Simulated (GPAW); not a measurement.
# O K-edge XANES of Al2O3 (Corundum, R-3c), part 2 of 2

What does one-electron theory with a core hole give for the O K edge of Al2O3 (Corundum, R-3c)?

GPAW 26.7.0; X-ray absorption from dipole matrix elements to empty bands, plane-wave PAW PBE.

So far. Step 2 (The field without a hole): The mesh shows a gap of 6.18 eV, so the hole is first treated in a charged cell, without the excited electron. Step 3 (Spectrum without a core hole, ): The time allowed ran out, so this step gives no result.

## (5) Spectrum with FCH, O atom 5

The holes are 4.8 Å apart. In GPAW the data set carries the hole's charge, so charge=0 means a charged cell and charge=-1 a neutral one. The excited electron is left out and a uniform background balances the charge. After the field has converged, empty bands are computed with the density fixed and the dipole matrix elements are summed.

The absorber has 2 Al at 1.85 Å and 2 Al at 1.97 Å (4-fold, site symmetry 2).

xas.py

```python
import numpy as np
from ase import Atoms
from ase.parallel import parprint, paropen
from gpaw import GPAW, PW, FermiDirac, Mixer, MixerDif, setup_paths
from gpaw.test import gen
setup_paths.insert(0, '.')
gen('O', name='fch1s', xcname='PBE', corehole=(1, 0, 1), write_xml=True)

atoms = Atoms('Al4O6',
    cell=[[-2.38025, 4.12271393, 0],
     [2.38025, 4.12271393, 0],
     [-2.38025, -1.37423798, -4.33186667]],
    scaled_positions=[[0.85216, 0.29568, 0.44352],
     [0.64784, 0.70432, 0.05648],
     [0.14784, 0.70432, 0.55648],
     [0.35216, 0.29568, 0.94352],
     [0.75, 0.80668, 0.75],
     [0.44332, 0.5, 0.75],
     [0.05668, 0.19332, 0.75],
     [0.25, 0.19332, 0.25],
     [0.55668, 0.5, 0.25],
     [0.94332, 0.80668, 0.25]],
    pbc=True)
atoms.calc = calc = GPAW(legacy_gpaw=True, mode=PW(500), xc='PBE', setups={4: 'fch1s'},
    kpts={'size': (5, 5, 5), 'gamma': True}, occupations=FermiDirac(0.02),
    charge=0, mixer=Mixer(0.1, 5, 50), maxiter=150,
    convergence={'density': 0.0001}, txt='scf.txt')
energy = atoms.get_potential_energy() + calc.get_reference_energy()
ef = calc.get_fermi_level()
out = dict(energy=energy, fermi=ef, forces=atoms.get_forces().tolist())
parprint(f'all-electron energy {energy:.4f} eV, Fermi level {ef:.4f} eV')
ev = np.array([[calc.get_eigenvalues(k, s) for k in range(len(calc.get_ibz_k_points()))] for s in range(calc.get_number_of_spins())])
out['homo'], out['lumo'], out['counts'] = ev[ev < ef].max(), ev[ev > ef].min(), sorted(set((ev < ef).sum((0, 2)).tolist()))
out['filled'] = (ev[:, 0] < ef).sum(1).tolist()

from gpaw.xas import XAS
nb = int(calc.get_number_of_electrons() / 2) + 54
top, nb = nb, nb + 8 + nb // 12
nscf = calc.fixed_density(kpts={'size': (7, 7, 7), 'gamma': True}, nbands=nb,
    convergence={'bands': top, 'eigenstates': 1e-5}, maxiter=60, txt='nscf.txt')
cell = atoms.cell.array
ops = [cell.T @ U.T @ np.linalg.inv(cell.T) for U in nscf.wfs.kd.symmetry.op_scc]
filled = [24]  # bands filled in the ground state, by spin
E = np.arange(-6, 34, 0.1)
fwhm = np.interp(E, [4, 25], [0.9, 3.5])
Y, X, zero, highest = 0, 0, 1e9, 1e9
for spin in range(nscf.get_number_of_spins()):
    xas = XAS(nscf, mode='all', center=4, spin=spin)
    eps = xas.eps_kn
    d = xas.sigma_cmkn  # core-to-band dipole matrix elements, k weights included
    T = np.einsum('amkn,bmkn->abkn', d, d.conj()).real
    T = sum(np.einsum('ai,ijkn,bj->abkn', R, T, R) for R in ops) / len(ops)
    empty = np.ones_like(eps, bool) & (np.arange(nb) >= filled[spin])
    zero, highest = min(zero, eps[empty].min()), min(highest, eps[:, top - 1].min())
    lines = [(eps, T, empty)] if spin == 0 else lines + [(eps, T, empty)]
for eps, T, empty in lines:
    f = np.einsum('aakn->akn', T).reshape(3, -1)
    x = eps.ravel() - zero
    w = np.interp(x, E, fwhm) / 2.35482
    g = np.exp(-0.5 * ((E[:, None] - x) / w) ** 2) / (w * (2 * np.pi) ** 0.5)
    Y = Y + (f * empty.ravel()) @ g.T
    X = X + (f * ~empty.ravel()) @ g.T
out.update(E=E.round(2).tolist(), xas=Y.tolist(), xes=X.tolist(), zero=zero, valid=highest - zero, nk=len(eps), nb=nb)
for i in range(0, len(E), 10):
    parprint(f'{E[i]:7.2f}', *(f'{v:10.3e}' for v in Y[:, i]))
import json
with paropen('out.json', 'w') as f:
    json.dump(out, f)
```

Run with:

```console
$ OMP_NUM_THREADS=1 python xas.py
```

Numbers of over 12 decimals in the logs are rounded to 6 here.

Log:

```text
Input parameters:
  convergence: {density: 0.0001}
  kpts: {gamma: True,
         size: (5, 5, 5)}
  maxiter: 150
  mixer: {backend: pulay,
          beta: 0.1,
          method: separate,
          nmaxold: 5,
          weight: 50}
  mode: {ecut: 500.0,
         name: pw}
  occupations: {fixmagmom: False,
                name: fermi-dirac,
                width: 0.02}
  setups: {4: fch1s}
  xc: PBE

Initialize ...

[... PAW data sets ...]

Reference energy: -38104.007934  # eV

Spin-paired calculation

[... convergence settings ...]
Symmetries present (total): 1
  [... symmetry matrices ...]

125 k-points: 5 x 5 x 5 Monkhorst-Pack grid
63 k-points in the irreducible part of the Brillouin zone
       k-points in crystal coordinates                weights
   0:     0.00000000    0.00000000    0.00000000          1/125
   1:     0.00000000    0.00000000    0.20000000          2/125
   2:     0.00000000    0.00000000    0.40000000          2/125
   3:     0.00000000    0.20000000   -0.40000000          2/125
   4:     0.00000000    0.20000000   -0.20000000          2/125
   5:     0.00000000    0.20000000    0.00000000          2/125
   6:     0.00000000    0.20000000    0.20000000          2/125
   7:     0.00000000    0.20000000    0.40000000          2/125
   8:     0.00000000    0.40000000   -0.40000000          2/125
   9:     0.00000000    0.40000000   -0.20000000          2/125
          ...
  62:     0.40000000    0.40000000    0.40000000          2/125

Wave functions: Plane wave expansion
  Cutoff energy: 500.000 eV
  Number of coefficients (min, max): 2131, 2172
  Pulay-stress correction: 0.000000 eV/Ang^3 (de/decut=0.000000)
  Using FFTW library
  Wavefunction extrapolation:
    Improved wavefunction reuse through dual PAW basis

Occupation numbers: Fermi-Dirac:
  width: 0.0200  # eV

Eigensolver
   Davidson(niter=2)

Densities:
  Coarse grid: 25*25*27 grid
  Fine grid: 50*50*54 grid
  Total Charge: 1.000000

Density mixing:
  Method: separate
  Backend: pulay
  Linear mixing parameter: 0.1
  old densities: 5
  Width of damping distribution: 1.1
  Damping of long wavelength oscillations: 50

[... Hamiltonian set-up ...]
Number of atoms: 10
Number of atomic orbitals: 40
Number of bands in calculation: 33
Number of valence electrons: 48
Bands to converge: occupied

... initialized

Initializing position-dependent things.

Density initialized from atomic densities
Creating initial wave functions:
  33 bands from LCAO basis set

               O Al

              O
          AlO
             O Al
           O

        AlO

Atomic positions and initial magnetic moments

Positions:
   0 Al    -2.380250    4.122714   -1.921270    ( 0.0000,  0.0000,  0.0000)
   1 Al    -0.000000    5.496952   -0.244664    ( 0.0000,  0.0000,  0.0000)
   2 Al    -0.000000    2.748476   -2.410597    ( 0.0000,  0.0000,  0.0000)
   3 Al    -2.380250    1.374238   -4.087203    ( 0.0000,  0.0000,  0.0000)
   4 O     -1.650275    5.387068   -3.248900    ( 0.0000,  0.0000,  0.0000)
   5 O     -1.650275    2.858360   -3.248900    ( 0.0000,  0.0000,  0.0000)
   6 O     -1.459950   -0.000000   -3.248900    ( 0.0000,  0.0000,  0.0000)
   7 O     -0.729975    1.484122   -1.082967    ( 0.0000,  0.0000,  0.0000)
   8 O     -0.729975    4.012830   -1.082967    ( 0.0000,  0.0000,  0.0000)
   9 O     -0.920300    6.871190   -1.082967    ( 0.0000,  0.0000,  0.0000)

Unit cell:
           periodic     x           y           z      points  spacing
  1. axis:    yes   -2.380250    4.122714    0.000000    25     0.1572
  2. axis:    yes    2.380250    4.122714    0.000000    25     0.1392
  3. axis:    yes   -2.380250   -1.374238   -4.331867    27     0.1604

  Lengths:   4.760500   4.760500   5.130223
  Angles:  117.643335  90.000000  60.000000

Effective grid spacing dv^(1/3) = 0.1714

iter:   1  -106.347488
iter:   2  -102.667960   -1.47  -0.77
iter:   3   -97.967888   -0.97  -0.87
iter:   4   -98.065705   -2.10  -1.20
iter:   5   -98.130857   -2.09  -1.39
iter:   6   -98.121042   -2.74  -2.16
iter:   7   -98.104457   -3.63  -2.21
iter:   8   -98.110605c  -3.30  -2.52
iter:   9   -98.102916c  -3.58  -2.41
iter:  10   -98.102823c  -5.74  -3.24
iter:  11   -98.102882c  -5.31  -3.46
iter:  12   -98.102806c  -5.39  -3.37
iter:  13   -98.102801c  -6.84  -3.79
iter:  14   -98.102802c  -7.37  -3.99
iter:  15   -98.102803c  -7.78c -4.35c

Converged after 15 iterations.

Dipole moment: (-0.390668, 0.399438, -0.536196) |e|*Ang

Energy contributions relative to reference atoms: (reference = -38104.007934)

Kinetic:        +57.299497
Potential:      -70.275420
External:        +0.000000
XC:             -85.278941
Entropy (-ST):   -0.000000
Local:           +0.152060
SIC:             +0.000000
--------------------------
Free energy:    -98.102803
Extrapolated:   -98.102803

Showing only first 2 kpts
 Kpt  Band  Eigenvalues  Occupancy
  0    22      6.35886    2.00000
  0    23      6.55755    2.00000
  0    24     11.97402    0.00000
  0    25     15.48015    0.00000

  1    22      6.33888    2.00000
  1    23      6.52787    2.00000
  1    24     12.62241    0.00000
[...]
Fermi level: 7.62719

Gap: 5.416 eV
Transition (v -> c):
  (s=0, k=0, n=23, [0.00, 0.00, 0.00]) -> (s=0, k=0, n=24, [0.00, 0.00, 0.00])
No difference between direct/indirect transitions

Forces in eV/Ang:
  0 Al   -1.02260   -1.81885    2.12473
  1 Al   -1.06353   -1.79540   -2.12467
  2 Al   -0.94164    2.09598    1.77892
  3 Al    2.28613    0.23341   -1.77776
  4 O     0.21587    0.37057    0.00079
  5 O    -0.02742    0.59563   -0.01523
  6 O     0.53167    0.27364    0.01850
  7 O     0.25394    0.44124   -0.00064
  8 O    -0.37228   -0.05091   -0.04459
  9 O     0.13933   -0.34403    0.04232
Scalar-relativistic atomic PBE calculation for O (Oxygen, Z=8)
Core hole in 1s state (1s occupation: 1.0)
300 radial gridpoints.
|------------------------------------------------|
|------------------------------------------------|
[... the atom generator's iteration count ...]

Energy contributions:
-------------------------
Kinetic:      +54.482386
XC:            -6.221029
Potential:   -102.872811
-------------------------
Total:        -54.611454

state      eigenvalue         ekin         rmax
-----------------------------------------------
1s^1.0 :   -21.894578    30.998381        0.126
2s^2.0 :    -1.608483     4.112072        0.796
2p^4.0 :    -1.062351     3.814965        0.685
-----------------------------------------------
(units: Bohr and Hartree)

Generating PAW setup
Kinetic energy of the core from tauc = 31.023928
Cutoffs:
rc(s)=1.300
rc(p)=1.130
rc(d)=1.170
rc(vbar)=1.300
rc(comp)=1.260
rc(nct)=1.300

Kinetic energy of the core states: 30.998381
Charge: 1.0
Core electrons: 1.0
Valence electrons: 6.0
Pseudo-core charge: 0.000187
Shape function alpha=6.299
Pseudo-electron charge 5.288669
state    eigenvalue         norm
--------------------------------
2s(2) :    -1.608483     1.066038
*s    :    -0.608483
2p(4) :    -1.062351     0.789101
*p    :    -0.062351
*d    :     0.000000
--------------------------------

Diagonalizing with gridspacing h=0.050

state   all-electron     PAW
-------------------------------
2s:      -1.608483    -1.609927
2p:      -1.062351    -1.068630
*d:                   -0.061610
*f:                   -0.013338
-------------------------------
all-electron energy -38202.1107 eV, Fermi level 7.6272 eV
[...]
31.00  4.764e-05  4.569e-05  4.544e-05
  32.00  4.877e-05  4.603e-05  5.613e-05
  33.00  4.765e-05  4.441e-05  6.332e-05
```

It took 11 min on 1 thread of Arm Neoverse V2, shared host; peak memory 1.1 GiB.

The O K spectrum, O atom 5, full core hole (charged cell) (energy from the lowest empty level; intensity scaled to a mean of 1 over the first 20 eV; polarised curves are means over the symmetry-equivalent atoms):

```
E (eV)  isotropic  ε ⊥ c  ε ∥ c
  -2.0       0.00   0.00   0.00
  -1.4       0.00   0.00   0.00
  -0.8       0.00   0.00   0.00
  -0.2       0.00   0.00   0.00
   0.4       0.02   0.02   0.02
   1.0       0.07   0.08   0.06
   1.6       0.16   0.17   0.14
   2.2       0.29   0.31   0.26
   2.8       0.60   0.63   0.54
   3.4       1.87   2.06   1.50
   4.0       2.93   2.90   3.01
   4.6       2.72   2.65   2.85
   5.2       2.17   2.34   1.82
   5.8       1.95   2.18   1.50
   6.4       2.24   2.34   2.02
   7.0       2.69   2.48   3.10
   7.6       2.62   2.21   3.44
   8.2       1.99   1.76   2.44
   8.8       1.49   1.37   1.72
   9.4       1.12   1.00   1.36
  10.0       0.76   0.70   0.88
  10.6       0.53   0.53   0.52
  11.2       0.42   0.45   0.36
  11.8       0.39   0.45   0.28
  12.4       0.38   0.46   0.22
  13.0       0.37   0.47   0.17
  13.6       0.39   0.51   0.16
  14.2       0.43   0.56   0.18
  14.8       0.47   0.58   0.24
  15.4       0.48   0.56   0.33
  16.0       0.49   0.52   0.42
  16.6       0.50   0.49   0.51
  17.2       0.50   0.47   0.58
  17.8       0.52   0.46   0.62
  18.4       0.52   0.47   0.63
  19.0       0.52   0.48   0.60
  19.6       0.52   0.51   0.56
  20.2       0.55   0.55   0.53
  20.8       0.61   0.63   0.56
  21.4       0.71   0.74   0.64
  22.0       0.82   0.86   0.73
  22.6       0.89   0.94   0.79
  23.2       0.92   0.97   0.81
  23.8       0.88   0.93   0.79
  24.4       0.81   0.85   0.73
  25.0       0.72   0.76   0.65
  25.6       0.64   0.68   0.56
  26.2       0.57   0.62   0.48
  26.8       0.53   0.59   0.42
  27.4       0.52   0.58   0.38
```

Main maxima below 24 eV (height): 4.1 eV (2.96), 7.3 eV (2.76) and 23.1 eV (0.92). A K edge sees empty p states on the absorber.

The hole costs E(hole) − E(ground) = 529.78 eV, and the lowest empty level of the hole cell on the spectrum's mesh lies at 11.97 eV, which puts the zero at 541.75 eV. One term is added: -8.91 eV, since the hole is spin-paired here and a spin-polarised one costs that much less in the free atom (computed apart). The photon energy is then 532.84 eV. The functional and the charged cell's background leave an error of a few eV in such absolute values.

## (6) Excitation energy, O atom 5

With the excited electron kept in the cell the system stays neutral, and the energy difference is an excitation energy by itself. In a small cell that electron takes up a good share of the lowest empty band, or all of one, which shifts the value from the true onset.

Changed against the first core-hole run: core hole to XCH, with the smearing that suits a partly filled band.

scf.py

```python
import numpy as np
from ase import Atoms
from ase.parallel import parprint, paropen
from gpaw import GPAW, PW, FermiDirac, Mixer, MixerDif, setup_paths
from gpaw.test import gen
setup_paths.insert(0, '.')
gen('O', name='fch1s', xcname='PBE', corehole=(1, 0, 1), write_xml=True)

atoms = Atoms('Al4O6',
    cell=[[-2.38025, 4.12271393, 0],
     [2.38025, 4.12271393, 0],
     [-2.38025, -1.37423798, -4.33186667]],
    scaled_positions=[[0.85216, 0.29568, 0.44352],
     [0.64784, 0.70432, 0.05648],
     [0.14784, 0.70432, 0.55648],
     [0.35216, 0.29568, 0.94352],
     [0.75, 0.80668, 0.75],
     [0.44332, 0.5, 0.75],
     [0.05668, 0.19332, 0.75],
     [0.25, 0.19332, 0.25],
     [0.55668, 0.5, 0.25],
     [0.94332, 0.80668, 0.25]],
    pbc=True)
atoms.calc = calc = GPAW(legacy_gpaw=True, mode=PW(500), xc='PBE', setups={4: 'fch1s'},
    kpts={'size': (5, 5, 5), 'gamma': True}, occupations=FermiDirac(0.04),
    charge=-1, mixer=Mixer(0.1, 5, 50), maxiter=150,
    convergence={'density': 0.0001}, txt='scf.txt')
energy = atoms.get_potential_energy() + calc.get_reference_energy()
ef = calc.get_fermi_level()
out = dict(energy=energy, fermi=ef, forces=atoms.get_forces().tolist())
parprint(f'all-electron energy {energy:.4f} eV, Fermi level {ef:.4f} eV')
ev = np.array([[calc.get_eigenvalues(k, s) for k in range(len(calc.get_ibz_k_points()))] for s in range(calc.get_number_of_spins())])
out['homo'], out['lumo'], out['counts'] = ev[ev < ef].max(), ev[ev > ef].min(), sorted(set((ev < ef).sum((0, 2)).tolist()))
out['filled'] = (ev[:, 0] < ef).sum(1).tolist()
import json
with paropen('out.json', 'w') as f:
    json.dump(out, f)
```

Run with:

```console
$ OMP_NUM_THREADS=1 python scf.py
```

Log:

```text
Input parameters:
  charge: -1
  convergence: {density: 0.0001}
  kpts: {gamma: True,
         size: (5, 5, 5)}
  maxiter: 150
  mixer: {backend: pulay,
          beta: 0.1,
          method: separate,
          nmaxold: 5,
          weight: 50}
  mode: {ecut: 500.0,
         name: pw}
  occupations: {fixmagmom: False,
                name: fermi-dirac,
                width: 0.04}
  setups: {4: fch1s}
  xc: PBE

[...]
2s(2) :    -1.608483     1.066038
*s    :    -0.608483
2p(4) :    -1.062351     0.789101
*p    :    -0.062351
*d    :     0.000000
--------------------------------

Diagonalizing with gridspacing h=0.050

state   all-electron     PAW
-------------------------------
2s:      -1.608483    -1.609927
2p:      -1.062351    -1.068630
*d:                   -0.061610
*f:                   -0.013338
-------------------------------
all-electron energy -38188.4248 eV, Fermi level 14.5137 eV
[key lines of the parts left out:]
Converged after 14 iterations.
Dipole moment: (-0.256400, 0.397122, -0.308922) |e|*Ang
Free energy:    -84.419091
Fermi level: 14.51367
```

Wall time 1.7 min (1 thread); peak memory 0.32 GiB.

The total-energy difference is 543.46 eV. With the free-atom term of -8.91 eV for this edge, the photon energy is 534.55 eV.

## (7) Outcome

| Quantity | Value |
| --- | --- |
| absorber and edge | O K, atom 5 of the ground-state input (counted from 1) |
| surroundings | 2 Al at 1.85 Å and 2 Al at 1.97 Å (4-fold, site symmetry 2) |
| highest intensity below 16 eV | 4.1 eV above the zero, height 2.96 |
| photon energy of the zero, with the added terms | 532.8 eV (raw 541.7 eV; uncertain by a few eV) |

In words: The O K edge of atom 5, with 2 Al at 1.85 Å and 2 Al at 1.97 Å (4-fold, site symmetry 2), has its highest intensity of the first 16 eV at 4.1 eV above the zero, near 537 eV in photon energy (uncertain by a few eV), 3.0 times the mean level of the first 20 eV (Gaussian full width 0.9 eV up to 4 eV, rising linearly to 3.5 eV at 25 eV). The neutral-cell energy lies +1.7 eV from the charged-cell zero, a gap made of the charged-cell error and of where the added electron settles. At the O K edge of atom 5 polarisation matters most near 7.6 eV, where the curves differ by 1.2 on this scale. The holes are only 4.8 Å apart, so the shape is probably not converged with cell size; no larger cell was run here. The mesh is coarse (0.26 Å⁻¹ between points), so small maxima may be mesh ripples. Lifetime broadening is put in by hand, and intensities beyond about 20 eV depend on it and on the partial waves. The structure is a published determination, not relaxed.

[Banner, clock and machine lines of the logs are left out without a mark of their own.]

[Logs are printed without paths, hosts, clocks, repeated set-up lines and the standing remarks that a program may print on its own settings, such as how far it seeks lower states.]

[Hosts, paths, dates, database ids (printed as entryN), source tags and the programs' standing remarks are cut or masked in the printed files.]

[Lists of maxima count a maximum above −3 eV only where it reaches 4 % of the highest in the window and stands out from its surroundings by 2 % of it (1.5 % where it reaches 55 %); shoulders and weaker maxima are passed over, and of the rest the first, up to two pre-edge ones and the few strongest are named.]
